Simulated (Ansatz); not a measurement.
# ZnS (F-43m): lattice thermal conductivity

Wanted: κ(T), lifetimes and mean free paths for ZnS.

Experimental results on record:
- thermal conductivity 27 W/m/K near room temperature (given in “Combining the AFLOW GIBBS and Elastic Libraries to efficiently and robustly screen thermo-mechanical properties of solids”, 2017, arXiv:1611.05714)

Main program and level: Ansatz 0.2.0; DFT LDA, scalar-relativistic, plane waves, PAW; PAW set soft_1.

The database entry behind the starting cell differs from later determinations by our own check (about 0.1 % short), so it need not match the best structure at ambient conditions.

## (1) Starting point

It takes space group F-43m (No. 216, cubic). The conventional cell has a = 5.404 Å, b = 5.404 Å, c = 5.404 Å, α = 90.00°, β = 90.00°, γ = 90.00°. Nearest to Zn lie 4 S at 2.34 Å. Nearest to S lie 4 Zn at 2.34 Å. Farther neighbours and most contacts between anions are not listed.

Structure file:

```cif
data_structure
_symmetry_space_group_name_H-M 'F-43m'
_symmetry_Int_Tables_number 216
_cell_length_a 5.4040
_cell_length_b 5.4040
_cell_length_c 5.4040
_cell_angle_alpha 90.000
_cell_angle_beta 90.000
_cell_angle_gamma 90.000
_cell_volume 157.81
loop_
_atom_site_label
_atom_site_type_symbol
_atom_site_symmetry_multiplicity
_atom_site_Wyckoff_symbol
_atom_site_fract_x
_atom_site_fract_y
_atom_site_fract_z
_atom_site_occupancy
Zn1 Zn 4 d 0.25000 0.25000 0.75000 1
S1 S 4 a 0.00000 0.00000 0.00000 1
```

## (2) A first coarse run

A cheap single point shows whether the cell is a metal or an insulator and how far it is from rest; that sets the k-mesh and the occupations of what follows.

input.yaml

```yaml
crystal:
  lattice:
    - [0.0, 2.702, 2.702]
    - [2.702, 0.0, 2.702]
    - [2.702, 2.702, 0.0]
  atoms:
    - { symbol: Zn, position: [0.25, 0.25, 0.25] }
    - { symbol: S, position: [0.0, 0.0, 0.0] }
kpoints:
  mp_grid: { grid: [6, 6, 6] }
hamiltonian:
  xc: lda
  pseudopotentials: { kind: paw, azcp: { folder: soft_1 }, xc_functional: pbe }
scf:
  occupations: { method: gaussian, width: 0.1 }
  lower_state_search: "off"
output:
  forces: true
  stress: true
  eigenvalues: true
```

Run with:

```sh
ansatz run input.yaml --threads 18 --pin off --max-ram 92160MiB --backend cuda --events-out ev --progress --plain --runs-dir out --max-vram 78GiB
```

Numbers of over 12 decimals in the logs are rounded to 6 here.

Log:

```text
Engine: ansatz 0.2.0, aarch64-unknown-linux-gnu
Pseudopotentials: kind: paw
Pseudopotential: Zn, paw, valence charge 12, recommended cutoff 420 eV (normal), soft_1/Zn.paw.azcp
Pseudopotential: S, paw, valence charge 6, recommended cutoff 420 eV (normal), soft_1/S.paw.azcp
Functional definition: SPW92
  exchange = slater_x
  correlation = pw_c
device memory: the entry about to start is reckoned to put 0.6 GiB on a device that reports 144.2 GiB free (of which the cap on the GPU budget leaves the run 78.0 GiB)
GPU FFT provider: cuFFT
GPU libraries: cuBLAS 13.8.1, cuFFT 12.4.0, cuSOLVER 12.3.2
GPU matrix products: emulated (plane waves: as basis.precision tells), large ones in fixed point in workspaces of 1.00 GiB
Crystal: 2 atoms, lattice volume = 39.454 Å³
Basis set: ecut = 420 eV, 749 PW (Γ)
Bands: 13, of which v1, the nominal top of the filled ones, is band 9 counted from 1 (8 counted from 0)
Symmetry: 24 space group operations
Space group: F-43m (ITA 216), of the structure as read, at distance tolerance 3.4e-5 Å
k-points: 16 of 216 (time reversal used)
Non-local potential: Zn, projectors of the file, l = 0: 2, l = 1: 2, l = 2: 3, l = 3: 1
Non-local potential: S, projectors of the file, l = 0: 2, l = 1: 2, l = 2: 1
PAW form: soft (Blöchl's): semilocal exchange-correlation on the pseudo side does not see the compensation charge
PAW frozen core: Zn, regenerated for the run's functional, and the local potential with it (the file was generated under x = pbe(κ = 0.804, μ = 0.219515), c = pbe(β = 0.066725))
PAW frozen core: S, regenerated for the run's functional, and the local potential with it (the file was generated under x = pbe(κ = 0.804, μ = 0.219515), c = pbe(β = 0.066725))
PAW one-centre angular grid: Zn, 590 points (default); XC on 64 Gauss nodes
PAW one-centre angular grid: S, 110 points (default); XC on 64 Gauss nodes
Initial density: superposition of atomic densities (chi_scale 0.1, normalization cell, long waves kept (reshape's long-wave potential 0.00 eV rms))
Initial wavefunctions: pseudopotential atomic-orbital guess
GPU buffer pool allocated for 19683 grid points (all kernels)
GPU transforms: local potential and band sums: pruned to the plane-wave sphere, on 25×25×25
Functional: x = slater, c = lda
SCF iter   1: F=—  HF=-4117.506174 eV  |F-HF|=—  |Δ(HF+E_count)|=         —  Δρ=3.81e-2  dr2=3.38e-1  ethr=3.10e-3  ⟨swp⟩=6.0  Hψ=1495  notcnv=0
preconditioner: auto → none  [insulator: Δε(μ)=2.092 eV  Ē_g=12.512 eV  σ=0.100 eV  W_gap=1.00  n_scr=14 (ndim 8)  ℏωp=25.1 eV  f_vac=0.000  D(μ)=0.00/eV (n_scr^D=0)  ε∞_Penn≈5.0]
SCF iter   2: F=—  HF=-4117.421853 eV  |F-HF|=—  |Δ(HF+E_count)|=   8.43e-2  Δρ=1.42e-2  dr2=4.26e-2  ethr=1.88e-3  ⟨swp⟩=2.0  Hψ=528  notcnv=0
SCF iter   3: F=—  HF=-4117.408646 eV  |F-HF|=—  |Δ(HF+E_count)|=   1.32e-2  Δρ=9.52e-3  dr2=1.75e-2  ethr=2.36e-4  ⟨swp⟩=2.0  Hψ=524  notcnv=0
SCF iter   4: F=—  HF=-4117.404255 eV  |F-HF|=—  |Δ(HF+E_count)|=   4.39e-3  Δρ=2.12e-3  dr2=1.24e-3  ethr=9.73e-5  ⟨swp⟩=2.0  Hψ=365  notcnv=0
SCF iter   5: F=—  HF=-4117.404110 eV  |F-HF|=—  |Δ(HF+E_count)|=   1.45e-4  Δρ=6.46e-4  dr2=9.50e-5  ethr=6.89e-6  ⟨swp⟩=2.1  Hψ=465  notcnv=0
SCF iter   6: F=—  HF=-4117.404154 eV  |F-HF|=—  |Δ(HF+E_count)|=   4.43e-5  Δρ=7.88e-5  dr2=1.11e-6  ethr=5.28e-7  ⟨swp⟩=2.0  Hψ=338  notcnv=0
SCF iter   7: F=-4117.404154 eV  HF=-4117.404154 eV  |F-HF|=3.29e-8  |Δ(HF+E_count)|=   1.83e-7  Δρ=9.32e-6  dr2=4.02e-8  ethr=5.56e-10  ⟨swp⟩=7.2  Hψ=1362  notcnv=0
SCF 1 converged in 7 iterations: F = -4117.404154 eV  dr2 = 4.02e-8
  greatest PAW one-centre occupation: 0.984 electrons in one spin orbital (limit 2), on the Zn atom at site 0 (counted from 0), in its partial waves of l = 2
SCF converged after 7 iterations
Free energy (F): -4117.404154 eV
Harris-Foulkes:  -4117.404154 eV  (|F-HF|=3.29e-8)
Internal energy: -4117.404154 eV  (E = F + TS)
E sigma→0 (E₀):  -4117.404154 eV
Fermi energy:    6.421887 eV
--- Per-component energies (eV) ---
  E_band       = -2.050093
  E_kinetic    = 253.834788
  E_local      = -2272.118640  (includes V_loc(G=0)·N_el)
  E_nonlocal   = 857.698866
  E_hartree    = 862.796467
  E_xc         = -165.912066
  E_vxc        = -134.538937  (∫ρ·V_xc dr)
  E_paw        = -2402.034366  (= ΣΔE_a)
  E_vpaw       = -432.523088  (= ΣTr[D̂ρ^β])
  E_aug_tail   = -0.000250  (compensation charges beyond the density's cutoff)
  E_ewald      = -1253.379294
  E_core_change = 1.710341  (= ΣΔE_core)
  E_smearing   = -0.000000  (= −TS)
  E_closure    = 0.000000  (closes the sum)
  Σ components = -4117.404154   (vs F -4117.404154, Δ=0.00e0)
--- Forces (eV/Å), atoms counted from 1 ---
  atom   1  Zn    -0.00000000     0.00000000    -0.00000000
  atom   2  S      0.00000000    -0.00000000    -0.00000000
  max |Σ_I F_I| component: 7.40e-17 eV/Å
--- Stress (GPa, compression-positive) ---
       -4.535008      -0.000000       0.000000
       -0.000000      -4.535008       0.000000
       -0.000000       0.000000      -4.535008
  P = ⅓ Tr σ = -4.5350 GPa (-45.350 kbar)
--- Band table (eV; the first three rows and the last of 16) ---
  k-point 0: bands = [... 5 lower, -0.5123, 5.4933, 5.4933, 5.4933, 7.3445, 11.7101, 11.7101, 11.7101]
  k-point 1: bands = [... 5 lower, -0.5144, 3.7459, 5.2425, 5.2425, 8.4947, 11.6669, 12.1128, 12.1128]
  k-point 2: bands = [... 5 lower, -0.5009, 1.5098, 4.8090, 4.8090, 8.7037, 12.3637, 12.3637, 13.0926]
  k-point 15: bands = [... 5 lower, -0.1489, 0.8138, 2.8194, 2.8433, 10.1409, 10.6701, 14.2881, 14.2968]
```

Wall time 0.83 s (1 × NVIDIA GB200 with 18 threads of Arm Neoverse V2, shared host); peak memory 1.1 GiB; 1.4 s of CPU time.

Reading the cycles: dr2 is the Hartree energy of the density residual (eV), the measure of convergence; HF is the Harris–Foulkes estimate of the energy, which meets the free energy F at convergence.

This step gave:

```
pressure          : -4.535 GPa
gap on the k-mesh : 1.851 eV
volume per atom   : 19.73 Å³/atom
```

The start is under -4.5 GPa at this level and looks like an insulator or semiconductor on this mesh.

## (3) Finding the static equilibrium

Phonons are second derivatives about a minimum, so cell and atoms are relaxed first, inside the symmetry of the start.

input.yaml, the sections that differ from step 2:

```yaml
kpoints:
  mp_grid: { grid: [10, 10, 10] }
scf:
  occupations: { method: gaussian, width: 0.02 }
  lower_state_search: "off"
relax:
  adjacent_minimum: "off"
  f_tol: 0.005
  max_steps: 80
  cell: { stress_tol: 0.05 }
# crystal, hamiltonian, output: as in step 2
```

Log:

```text
[...]
Crystal: 2 atoms, lattice volume = 39.454 Å³
Basis set: ecut = 420 eV, 749 PW (Γ)
Bands: 13, of which v1, the nominal top of the filled ones, is band 9 counted from 1 (8 counted from 0)
Symmetry: 24 space group operations
[...]
k-points: 47 of 1000 (time reversal used)
[...]
SCF iter   1: F=—  HF=-4117.509379 eV  |F-HF|=—  |Δ(HF+E_count)|=         —  Δρ=3.81e-2  dr2=3.36e-1  ethr=3.10e-3  ⟨swp⟩=6.9  Hψ=4537  notcnv=0
[...]
SCF iter   2: F=—  HF=-4117.425703 eV  |F-HF|=—  |Δ(HF+E_count)|=   8.37e-2  Δρ=1.42e-2  dr2=4.24e-2  ethr=1.87e-3  ⟨swp⟩=2.0  Hψ=1551  notcnv=0
[...]
SCF iter   7: F=-4117.407988 eV  HF=-4117.407988 eV  |F-HF|=3.34e-8  |Δ(HF+E_count)|=   1.97e-7  Δρ=8.90e-6  dr2=3.99e-8  ethr=5.56e-10  ⟨swp⟩=7.1  Hψ=3941  notcnv=0
SCF 1 converged in 7 iterations: F = -4117.407988 eV  dr2 = 3.99e-8
[...]
relax step   1: F+E_penalty+E_count = -4117.40798837 eV  Δ(F+E_penalty+E_count) = +0.000e0 eV  max|allowed force component| = 2.035e-16 eV/Å  Δτ_max = 0.0000 Å  P = -4.555 GPa  Ω = 39.454 Å³  (7 SCF iters, dr2 threshold 1.00e-7 eV, accepted)
[...]
Crystal: 2 atoms, lattice volume = 38.079 Å³
Basis set: ecut = 420 eV, 725 PW (Γ)
[...]
iter 1 solved again at ethr=6.46e-6 eV; its pass at ethr=3.10e-3 eV (dr2=1.16e-3 eV) is discarded
[...]
SCF iter   2: F=—  HF=-4117.437107 eV  |F-HF|=—  |Δ(HF+E_count)|=   3.26e-4  Δρ=6.40e-4  dr2=1.68e-4  ethr=6.24e-6  ⟨swp⟩=2.7  Hψ=1170  notcnv=0
[...]
SCF iter   5: F=-4117.437076 eV  HF=-4117.437076 eV  |F-HF|=2.19e-8  |Δ(HF+E_count)|=   3.52e-7  Δρ=2.27e-5  dr2=8.19e-8  ethr=1.11e-9  ⟨swp⟩=4.4  Hψ=3566  notcnv=0
SCF 2 converged in 5 iterations: F = -4117.437076 eV  dr2 = 8.19e-8
[...]
relax step   2: F+E_penalty+E_count = -4117.43707604 eV  Δ(F+E_penalty+E_count) = -2.909e-2 eV  max|allowed force component| = 8.327e-17 eV/Å  Δτ_max = 0.0000 Å  P = -2.026 GPa  Ω = 38.079 Å³  energy of the carried Pulay correction = +4.902e-4 eV  (5 SCF iters, dr2 threshold 2.00e-7 eV, accepted)
[...]
Crystal: 2 atoms, lattice volume = 37.045 Å³
[...]
SCF iter   5: F=-4117.443397 eV  HF=-4117.443397 eV  |F-HF|=2.08e-8  |Δ(HF+E_count)|=   1.71e-7  Δρ=1.87e-5  dr2=5.37e-8  ethr=1.11e-9  ⟨swp⟩=6.2  Hψ=3749  notcnv=0
SCF 3 converged in 5 iterations: F = -4117.443397 eV  dr2 = 5.37e-8
relax step   3: F+E_penalty+E_count = -4117.44339725 eV  Δ(F+E_penalty+E_count) = -6.321e-3 eV  max|allowed force component| = 7.980e-17 eV/Å  Δτ_max = 0.0000 Å  P = +0.243 GPa  Ω = 37.045 Å³  energy of the carried Pulay correction = +8.705e-4 eV  (5 SCF iters, dr2 threshold 2.00e-7 eV, accepted)
[...]
relax step   4: F+E_penalty+E_count = -4117.44343483 eV  Δ(F+E_penalty+E_count) = -3.757e-5 eV  max|allowed force component| = 6.823e-17 eV/Å  Δτ_max = 0.0000 Å  P = -0.011 GPa  Ω = 37.153 Å³  energy of the carried Pulay correction = +8.303e-4 eV  (4 SCF iters, dr2 threshold 1.47e-7 eV, accepted)
[...]
SCF iter   1: F=—  HF=-4117.442576 eV  |F-HF|=—  |Δ(HF+E_count)|=         —  Δρ=1.22e-4  dr2=1.55e-6  ethr=1.95e-7  ⟨swp⟩=4.0  Hψ=6634  notcnv=0
[...]
SCF iter   2: F=—  HF=-4117.442610 eV  |F-HF|=—  |Δ(HF+E_count)|=   3.47e-5  Δρ=1.25e-4  dr2=2.39e-6  ethr=8.59e-9  ⟨swp⟩=2.0  Hψ=1000  notcnv=0
[...]
SCF iter   6: F=-4117.442610 eV  HF=-4117.442610 eV  |F-HF|=1.82e-12  |Δ(HF+E_count)|=  5.28e-11  Δρ=1.44e-7  dr2=2.33e-12  ethr=1.00e-12  ⟨swp⟩=7.0  Hψ=3324  notcnv=0
SCF 5 converged in 6 iterations: F = -4117.442610 eV  dr2 = 2.33e-12
relax step   5: F+E_penalty+E_count = -4117.44261035 eV  Δ(F+E_penalty+E_count) = +8.245e-4 eV  max|allowed force component| = 5.146e-17 eV/Å  Δτ_max = 0.0000 Å  P = -0.013 GPa  Ω = 37.153 Å³  stress off target by 1.30e-2 GPa  SCF on the basis re-selected at this cell (its energy is not comparable with the rows above)  (6 SCF iters)
basis re-selected at this cell: Δ(F+E_penalty+E_count) = +8.245e-4 eV, ΔP = -0.002 GPa vs the last step (what re-selecting the basis moved, of the pressure what is left beyond the Pulay correction that the steps carried, after the strain that the cell walked since its last selection, with what the two solves' SCF thresholds leave and, on support functions, any second-order correction that the steps lacked; it is no m [...]
SCF converged after 6 iterations
Free energy (F): -4117.442610 eV
[...]
Internal energy: -4117.442610 eV  (E = F + TS)
E sigma→0 (E₀):  -4117.442610 eV
Fermi energy:    7.356607 eV
[...]
--- Stress (GPa, compression-positive) ---
       -0.012997       0.000000      -0.000000
        0.000000      -0.012997       0.000000
       -0.000000       0.000000      -0.012997
  P = ⅓ Tr σ = -0.0130 GPa (-0.130 kbar)
--- Band table (eV; the first three rows and the last of 47) ---
  k-point 0: bands = [... 5 lower, 0.1076, 6.2970, 6.2970, 6.2970, 8.4160, 12.4662, 12.4662, 12.4662]
  k-point 1: bands = [... 5 lower, 0.1059, 5.4422, 6.1863, 6.1863, 9.0502, 12.3935, 12.6515, 12.6515]
  k-point 2: bands = [... 5 lower, 0.1056, 3.9831, 5.9201, 5.9201, 9.6608, 12.7101, 13.0161, 13.0161]
  k-point 46: bands = [... 5 lower, 0.5599, 1.3271, 3.2442, 3.3322, 11.3858, 12.0512, 14.5971, 14.6987]
--- Relaxed structure (4 steps of the walk, 4 accepted, 1 SCFs on fresh bases) ---
  F+E_penalty+E_count = -4117.44261035 eV   max|allowed force component| = 5.146e-17 eV/Å   (the final SCF, on the basis selected at the relaxed cell)
  cell:  # Å, volume = 37.1531 Å³
    - [0, 2.648429, 2.648429]
    - [2.648429, 0, 2.648429]
    - [2.648429, 2.648429, 0]
  atoms:
    - { symbol: Zn, position: [0.250000, 0.250000, 0.250000] }
    - { symbol: S, position: [0, 0, 0] }
```

Run time: 2.6 s. Hardware: 1 × NVIDIA GB200 with 18 threads; peak memory 1.1 GiB; 6.3 s of CPU time.

Relaxation path:

| step | energy less that of the first step (eV) | largest force component (eV/Å) | pressure (GPa) | volume (Å³) |
| --- | --- | --- | --- | --- |
| 1 | 0.0000 | 0.0000 | -4.55 | 39.45 |
| 2 | -0.0291 | 0.0000 | -2.03 | 38.08 |
| 3 | -0.0354 | 0.0000 | 0.24 | 37.05 |
| 4 | -0.0354 | 0.0000 | -0.01 | 37.15 |
| 5* | -0.0346 | 0.0000 | -0.01 | 37.15 |

Relaxation steps marked * repeat the geometry before them on a plane-wave basis chosen anew for their cell, so energy and pressure can jump there.

The run keeps the 24 symmetry operations that it works with, so distortions that break them were not tested.

| conventional cell, symmetrised | before | after | change |
| --- | --- | --- | --- |
| a (Å) | 5.404 | 5.297 | -2.0 % |
| b (Å) | 5.404 | 5.297 | -2.0 % |
| c (Å) | 5.404 | 5.297 | -2.0 % |
| volume (Å³/atom) | 19.73 | 18.58 | -5.8 % |

Final coordinates:

```xyz
2
Lattice="0.0000 2.6484 2.6484 2.6484 0.0000 2.6484 2.6484 2.6484 0.0000" Properties=species:S:1:pos:R:3 pbc="T T T"
Zn    1.3242    1.3242    1.3242
S     0.0000    0.0000    0.0000
```

Numbers from this step:

```yaml
pressure: -0.01300 GPa
gap_on_the_k_mesh: 2.119 eV
volume_per_atom: 18.58 Å³/atom
```

The relaxation ends with a pressure of -0.01 GPa.

## (4) Relaxing to small residual forces and stress

The relaxation is repeated with tighter thresholds on force and stress, since phonons are sensitive to what is left; a change of mesh or smearing in the input moves the cell too.

input.yaml, the sections that differ from step 3:

```yaml
crystal:
  lattice:
    - [0.0, 2.6484291423, 2.6484291423]
    - [2.6484291423, 0.0, 2.6484291423]
    - [2.6484291423, 2.6484291423, 0.0]
  atoms:
    - { symbol: Zn, position: [0.25, 0.25, 0.25] }
    - { symbol: S, position: [0.0, 0.0, 0.0] }
kpoints:
  mp_grid: { grid: [12, 12, 12] }
scf:
  occupations: { method: fixed }
  lower_state_search: "off"
relax:
  adjacent_minimum: "off"
  f_tol: 0.001
  max_steps: 60
  cell: { stress_tol: 0.01 }
# hamiltonian, output: as in step 3
```

Log:

```text
[...]
GPU FFT provider: cuFFT
GPU libraries: cuBLAS 13.8.1, cuFFT 12.4.0, cuSOLVER 12.3.2
[...]
Crystal: 2 atoms, lattice volume = 37.153 Å³
Basis set: ecut = 420 eV, 725 PW (Γ)
Bands: 13, of which v1, the nominal top of the filled ones, is band 9 counted from 1 (8 counted from 0)
Symmetry: 24 space group operations
[...]
k-point 71: bands = [... 5 lower, 0.5833, 1.3201, 3.1883, 3.2863, 11.8024, 12.4469, 14.0808, 14.2587]
--- Relaxed structure (2 steps of the walk, 2 accepted, 1 SCFs on fresh bases) ---
[...]
cell:  # Å, volume = 37.1501 Å³
    - [0, 2.648357, 2.648357]
    - [2.648357, 0, 2.648357]
    - [2.648357, 2.648357, 0]
  atoms:
    - { symbol: Zn, position: [0.25, 0.25, 0.25] }
    - { symbol: S, position: [0, 0, 0] }
[key lines of the parts left out:]
SCF converged after 7 iterations
Free energy (F): -4117.442650 eV
Fermi energy:    6.298113 eV
P = ⅓ Tr σ = -0.0058 GPa (-0.058 kbar)
```

Run time: 1.9 s. Hardware: 1 × NVIDIA GB200 with 18 threads; peak memory 1 GiB.

Little changed from the start: no atom moved by 0.005 Å and no cell edge by 0.1 %.

Numbers from this step:

```yaml
pressure: -0.005787 GPa
```

The residual pressure is -0.0058 GPa, small enough for phonons.

[end of part 1 of 3]

[Logs are printed without paths, hosts, clocks, repeated set-up lines and the standing remarks that a program may print on its own settings, such as how far it seeks lower states.]

[Hosts, paths, dates, database ids (printed as entryN), source tags and the programs' standing remarks are cut or masked in the printed files.]

[A step with changed settings may run another functional than the one named; its input shows which.]
